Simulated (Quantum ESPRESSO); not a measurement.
Computed results, one entry a study.

```cif
data_fept
_symmetry_space_group_name_H-M 'P4/mmm'
_symmetry_Int_Tables_number 123
_cell_length_a 2.7238
_cell_length_b 2.7238
_cell_length_c 3.7130
_cell_angle_alpha 90.000
_cell_angle_beta 90.000
_cell_angle_gamma 90.000
_cell_volume 27.55
loop_
_atom_site_label
_atom_site_type_symbol
_atom_site_symmetry_multiplicity
_atom_site_Wyckoff_symbol
_atom_site_fract_x
_atom_site_fract_y
_atom_site_fract_z
_atom_site_occupancy
Fe1 Fe 1 a 0.00000 0.00000 0.00000 1
Pt1 Pt 1 d 0.50000 0.50000 0.50000 1
_calc_subject 'E(M) of FePt'
_calc_method 'PBE; plane waves with GBRV 1.5 PBE potentials, no spin-orbit coupling (and 1 further level or step)'
_calc_program 'Quantum ESPRESSO 7.5'
_calc_settings_of_one_run 'GBRV 1.5 PBE, potential files Fe: fe_pbe_v1.5.uspp.F.UPF, Pt: pt_pbe_v1.4.uspp.F.UPF, cutoff 544.23 eV, 12×12×12 k-mesh, 24 bands, fermi-dirac occupations, smearing width 0.05 eV, collinear spin, SCF threshold 4.00e-9, starting moments 2.8 0 μB'
_calc_cost '11 runs, 13 min in all on 4 MPI ranks of Arm Neoverse N1, shared host (the runs of this entry)'
_calc_notes 'The run is spin-polarised, with a total moment of 3.34 μB a cell (absolute 3.52). The cell holds one seeded atom, so opposed orders, which may lie lower, cannot form in it.'
_calc_moment_of_the_free_run '3.34 μB a cell'
_calc_energy_at_zero_total_moment '791 meV a cell over the lowest'
_calc_delta_e_delta_m2_from_the_lowest_point_to_3p51_and_to_3p01_mu_b '413 and 361 meV/μB²'
```

[Logs and program files are shortened in this print: banners, set-up blocks, solver, clock and traceback lines can be left out without a mark of their own.]

[Logs are printed without paths, hosts, clocks, repeated set-up lines and the standing remarks that a program may print on its own settings, such as how far it seeks lower states.]

[Hosts, paths, dates, database ids (printed as entryN), source tags and the programs' standing remarks are cut or masked in the printed files.]

[Where a cell is said to come from a database of computed structures, the database is the Materials Project.]
